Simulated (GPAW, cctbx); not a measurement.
# How far are the atoms of Sc2TiSiPb from free atoms?

Question: by how much does bonding change the X-ray structure factors of Sc2TiSiPb, how firmly does DFT give the change, and what does a routine refinement make of it?

The start was made by putting kin elements into a known structure type; the compound need not exist, or be stable, in this form. All numbers below are calculated.

## 1. Relax the structure

The density hangs on the geometry, so cell and atoms are relaxed first, with the symmetry held. The cutoff is set higher than for the density because stress converges slowly with plane waves.

Settings: GPAW 26.7.0, PBE, 570 eV, 5×5×5 k-points, Fermi–Dirac width 0.1 eV, BFGS to 0.03 eV/Å.

```text
cell
1.0
     4.468000000    0.000000000    0.000000000
     0.000000000    4.468000000    0.000000000
    -2.234000000   -2.234000000    5.455500000
Pb Ti Sc Si
1 1 2 1
Direct
0.003600000 0.003600000 0.007200000
0.619100000 0.619100000 0.238200000
0.756600000 0.256600000 0.513200000
0.256600000 0.756600000 0.513200000
0.371700000 0.371700000 0.743400000
```

```console
$ OMP_NUM_THREADS=1 mpirun -n 4 gpaw python run.py > gpaw.log
```

```text
BFGS:    0      -23.452833        3.321639
BFGS:    1      -23.723297        3.071174
BFGS:    2      -24.290941        1.400695
BFGS:    3      -24.360528        1.899224
...
BFGS:   24      -24.902839        0.458537
BFGS:   25      -24.911936        0.191064
BFGS:   26      -24.913610        0.013278
cell  4.4437 4.4437 6.9441  108.66 108.66 90.00
volume 122.279 A^3, largest force 0.012 eV/A, largest stress 0.08 GPa
```

The cell moved far, while the k-mesh and basis were chosen for the start, so the final shape may be somewhat biased.

After 26 steps the volume has changed by +12.3 % and the energy by -1.461 eV; the largest stress left is 0.08 GPa. It took 14 min on 4 cores of Intel(R) Xeon(R) Platinum 8488C (Sapphire Rapids) (shared host), peak memory 1.7 GiB.

Relaxed structure: I4mm (no. 107), a = 4.4437 Å, b = 4.4437 Å, c = 12.3851 Å, α = 90.00°, β = 90.00°, γ = 90.00°.

```
atom  mult.    x    y       z
 Pb1      2    0    0  0.0607
 Ti1      2  1/2  1/2  0.0699
 Sc1      4  1/2    0  0.2526
 Si1      2    0    0  0.3718
```

## 2. The all-electron density

X-rays see the whole electron density, so the PAW density is rebuilt with its core regions. Subtracting spherical free atoms from the same code cancels the cores and leaves the deformation density Δρ, the part due to bonding.

Settings: PBE, 450 eV, 6×6×6 k-points, Fermi–Dirac width 0.1 eV; primitive cell of 5 atoms.

```console
$ OMP_NUM_THREADS=1 mpirun -n 4 gpaw python run.py > gpaw.log
```

```text
|iter:   1|       0s |  -25.944854 | +0.38 |       |
|iter:   2|       4s |  -25.544660 | -0.60 | -1.18 |
|iter:   3|       7s |  -24.946379 | -0.94 | -1.25 |
...
|iter:  12|      39s |  -24.752525c| -6.54 | -4.86c|
|iter:  13|      42s |  -24.752527c| -7.13 | -5.38c|
|iter:  14|      44s |  -24.752526c| -7.68c| -5.42c|
```

```text
gpts.py:43: UserWarning: Initial realspace grid (24,24,35) inconsistent with symmetries.
gpts.py:43: UserWarning: Initial realspace grid (24,24,35) inconsistent with symmetries.
gpts.py:43: UserWarning: Initial realspace grid (24,24,35) inconsistent with symmetries.
gpts.py:43: UserWarning: Initial realspace grid (24,24,35) inconsistent with symmetries.
gpts.py:70: UserWarning: Using symmetrized grid: (35,35,35).
gpts.py:70: UserWarning: Using symmetrized grid: (35,35,35).
gpts.py:70: UserWarning: Using symmetrized grid: (35,35,35).
gpts.py:70: UserWarning: Using symmetrized grid: (35,35,35).
grid (70, 70, 70)  electrons 160.000  moved by bonding 1.092 e
deformation density beyond 0.5 A of the nuclei: max 0.169, min -0.137 e/A^3
atom        x       y       z   Voronoi charge  moment
Pb1    0.0606  0.0606  0.1213      0.093       0.00
Ti2    0.5699  0.5699  0.1397      0.004       0.00
Sc3    0.2526  0.7526  0.5052      0.110       0.00
Sc4    0.7526  0.2526  0.5052      0.110       0.00
Si5    0.3718  0.3718  0.7435     -0.316       0.00
mean inner potential of superposed free atoms 17.576 V
total magnetic moment 0.000 muB
```

Deformation density in a plane through the shortest contact of the Ti atom at the origin, in 0.01 e/Å³ (clipped at ±99); x from -1.6 to 4.1 Å, y from 2.4 down to -2.4 Å:

```text
  0   0  -1  -4  -4  -3  -2  -1  -1  -1  -1  -1  -1  -1   0   2
  0   1   2   2   2   2   1   0   0   0   0  -1  -1  -1  -1   0
  1   2   3   3   3   2   0   0   0   0   1   1   2   1   0   0
  2   3   3   2   1  -1  -1   0   1   1   1   3   5   5   3   0
  3   3   2   0   1  -1  -2   2   4   2  -1   0   4   6   4   1
  4   3   2   1   .   6   3   8   9   3  -4   .  -2   3   4   2
  4   4   5  21   .   .   7  13  12   4   .   .  -5   1   3   2
  4   3   2   1   .   6   3   8   9   3  -4   .  -2   3   4   2
  3   3   2   0   1  -1  -1   2   4   2  -1   0   4   6   4   1
  2   3   3   2   1  -1  -1   0   1   1   1   3   5   5   3   0
  1   2   3   3   3   2   0   0   0   0   1   1   2   1   0   0
  0   1   2   2   2   2   1   0   0   0   0  -1  -1  -1  -1   0
  0   0  -1  -4  -4  -3  -2  -1  -1  -1  -1  -1  -1  -1   0   2
```

Atoms in or within 0.15 Å of the plane: Ti (0.0, 0.0), Si (2.5, 0.0) Å. Dots mark points within about 0.45 Å of a nucleus; large values next to them are atomic features.

Si gains most (-0.32 e) and Sc loses most (+0.11 e), which isn't the order of electronegativity: valence and coordination count too, and Voronoi cells cut space at the midplane whatever the atoms' sizes. Such charges fall far short of formal ones, since overlapping free atoms already put density on their neighbours. Along the shortest contact from the Ti atom at the map's origin, Ti–Si at 2.45 Å, Δρ is +0.13 e/Å³ at the midpoint: a bond charge, the mark of covalency. At the midpoints of other shortest contacts it is +0.06 (Sc–Si, 2.67 Å), 0.00 (Sc–Sc, 3.14 Å), +0.03 (Pb–Ti, 3.14 Å) and +0.01 (Ti–Sc, 3.17 Å) e/Å³. Point values carry grid noise of about 0.01 e/Å³. The run needed 14 iterations, 66 s.

## 3. Structure factors

The Fourier components of Δρ, added to those of the free atoms, give the static X-ray structure factors; the Mott–Bethe relation turns them into the Fourier components V of the potential that fast electrons feel.

```text
static structure factors of the conventional cell: F in electrons, V (Mott-Bethe) in volts
   h  k  l      d  |F| table  |F| free   |F| DFT   change   |V| free  |V| DFT  change %
   0  0  2  6.1926   128.540   128.355   128.199   -0.156     3.108    3.007     -3.2
   1  0  1  4.1826   107.953   107.767   107.476   -0.290     1.772    1.749     -1.3
   1  1  0  3.1422   136.107   136.083   136.568    0.485     2.945    2.856     -3.0
   0  0  4  3.0963   190.390   190.207   189.895   -0.312     5.723    5.779      1.0
   1  0  3  3.0245   130.812   130.849   131.256    0.406     2.885    2.809     -2.7
   1  1  2  2.8021   214.740   214.452   213.960   -0.491     6.759    6.828      1.0
   2  0  0  2.2218   241.755   241.525   240.892   -0.633     7.261    7.319      0.8
   1  1  4  2.2054   178.831   178.668   178.232   -0.436     5.095    5.136      0.8
   1  0  5  2.1636    89.145    89.178    89.601    0.422     0.923    0.919     -0.5
   2  0  2  2.0913   111.194   111.106   111.073   -0.034     1.805    1.812      0.4
   0  0  6  2.0642   208.710   208.534   207.901   -0.632     5.713    5.760      0.8
   2  1  1  1.9622    96.011    96.057    95.771   -0.286     1.232    1.257      2.0
   2  0  4  1.8052   162.658   162.579   162.478   -0.101     3.638    3.641      0.1
   2  1  3  1.7906   115.513   115.534   115.349   -0.185     1.932    1.945      0.7
```

The largest X-ray change is -0.63 e on 200, 0.3 % of |F|. For electrons V goes as (Z − F)/g², so a change of F counts against Z − F, which is small at low angle and wherever the atoms' terms cancel: |V| of 002 moves by -3.2 % (3.11 to 3.01 V) against -0.1 % in |F|. The last three rows still change by up to 0.29 e; the table stops while the angles are still low. The tabulated Hartree–Fock atoms differ from the free DFT atoms by up to 0.29 e, so the choice of reference atom matters too.

## 4. How cheap can the run be?

Cutoff and k-mesh: one is changed at a time, to find what the result needs.

```csv
run,ΔF 200 (e),ΔF 006 (e),ΔF 112 (e),q(Si) (e),moved (e),time
450 eV 6×6×6,-0.633,-0.632,-0.491,-0.316,1.092,66 s
250 eV 6×6×6,-0.660,-0.656,-0.519,-0.316,1.134,27 s
350 eV 6×6×6,-0.642,-0.642,-0.501,-0.322,1.102,36 s
750 eV 6×6×6,-0.630,-0.634,-0.491,-0.319,1.105,1.8 min
450 eV 2×2×2,-0.711,-0.663,-0.427,-0.328,1.078,23 s
450 eV 3×3×3,-0.634,-0.603,-0.472,-0.316,1.087,23 s
```

Within 0.01 e of the base on all three: 750 eV 6×6×6. The largest error, 0.078 e, comes with 450 eV 2×2×2. Times are from shared hosts.

## 5. What a spherical-atom refinement makes of it

Routine crystallography fits spherical atoms. To see the bias, intensities are simulated from tabulated atoms plus the DFT change ΔF, so that bonding alone can misfit (5602 reflections of the full sphere, merged to the counts below, to 0.45 Å, 0.5 % proportional noise plus counting noise, assumed isotropic U as listed, Δρ smeared by the mean U) and refined with cctbx over different ranges.

```
                    range  data      R1  GooF  U Pb1 (true 0.0056)  U Ti1 (true 0.0091)  U Sc1 (true 0.0092)  U Si1 (true 0.0105)  largest shift (Å)  Δρ max, min (e/Å³)
                 all data   891  0.0030  0.97               0.0056               0.0091               0.0092               0.0106             0.0001         0.27, -0.28
 low resolution, d > 0.84   162  0.0022  1.08               0.0056               0.0093               0.0093               0.0105             0.0004         0.11, -0.07
     high order, d < 0.75   669  0.0035  0.95               0.0056               0.0091               0.0092               0.0106             0.0002         0.21, -0.26
occupancies free, d > 0.7   266  0.0022  1.00               0.0056               0.0092               0.0093               0.0105             0.0000         0.13, -0.10
```

With all data GooF is 0.97, so at this noise the bonding hardly shows; the top residual peak lies 1.56 Å from Pb and 2.29 Å from Si. No U is off by more than 3 s.u. at low resolution. With Pb1 held at 1 and the scale free, the other occupancies refine to Ti1 1.000(0.002), Sc1 1.000(0.002) and Si1 1.000(0.004), within three s.u. of full.

## 6. Answer

Bonding moves 1.09 e in the primitive cell of Sc2TiSiPb and changes the structure factors of the conventional cell in the table above by at most 0.63 e (200, 0.3 %), and among reflections above 2 % of the strongest by up to 0.5 % (105). The shortest bond, Ti–Si, has Δρ = +0.13 e/Å³ at its midpoint, a covalent bond charge. Within 0.01 e of the base on all three: 750 eV 6×6×6. The largest error, 0.078 e, comes with 450 eV 2×2×2. With all data GooF is 0.97, so at this noise the bonding hardly shows. Limits: static density, frozen cores, no spin–orbit coupling.

[Outputs are excerpts: Python notices, other lines and further rows are left out; steps that failed or that the build refused (PBEsol, TPSS) are not shown.]

[Logs are printed without paths, hosts, clocks, repeated set-up lines and the standing remarks that a program may print on its own settings, such as how far it seeks lower states.]
